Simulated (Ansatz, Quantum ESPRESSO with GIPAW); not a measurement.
# C_Q, η_Q and the second-order shift of 27Al in Li3AlH6

A plane-wave PAW calculation (PBEsol, Ansatz) gives this electric field gradient, in 10²¹ V/m² and Cartesian axes, at one Al site of Li3AlH6 (atom 1; AlH6; site symmetry -3):

```
     -0.3324        0.0000        0.0000
      0.0000       -0.3324        0.0000
      0.0000        0.0000        0.6649
```

27Al has spin 5/2, Q = 0.1466 barn and |γ|/2π = 11.1031 MHz/T. The cell is the R-3 form of a database entry, atoms relaxed, static and at 0 K. 

**Task.** Find C_Q, η_Q and ν_Q, and the shift and width of the central transition under fast MAS at 14.1 T and 18.8 T.

1. The tensor is symmetric and traceless. Its eigenvalues, ordered by size, are V_xx = -0.3324, V_yy = -0.3324 and V_zz = 0.6649.

2. η_Q = (V_xx − V_yy)/V_zz = 0.000.

3. C_Q = eQV_zz/h. One unit of 10²¹ V/m² with one barn gives 24.18 MHz, so C_Q = 24.18 × 0.1466 × 0.6649 = 2.357 MHz. A spectrum shows its size, not its sign.

4. ν_Q = 3C_Q/[2I(2I−1)] = 0.354 MHz in size, and P_Q = |C_Q|√(1 + η²/3) = 2.357 MHz.

5. The resonances lie at ν0 = 156.55 and 208.74 MHz, so ν_Q/ν0 is 0.002 at most and second order holds. The centre of gravity moves by δ_Q = −(3/40)(P_Q/ν0)² F × 10⁶ ppm, with F = [I(I+1) − 3/4]/[I²(2I−1)²] = 0.08: -1.36 ppm at 14.1 T and -0.765 ppm at 18.8 T.

6. Summing the second-order term over orientations gives a full width of 2.91 ppm (0.46 kHz) and 1.64 ppm (0.34 kHz). In ppm both fall as 1/B²: (14.1/18.8)² = 0.562. The spinning rate must pass the static width for this shape to show cleanly.

[Banner, clock, file and message-heading lines were taken out of the pw.x and gipaw.x logs.]

[Logs are printed without paths, hosts, clocks, repeated set-up lines and the standing remarks that a program may print on its own settings, such as how far it seeks lower states.]

[Hosts, paths, dates, database ids (printed as entryN), source tags and the programs' standing remarks are cut or masked in the printed files.]
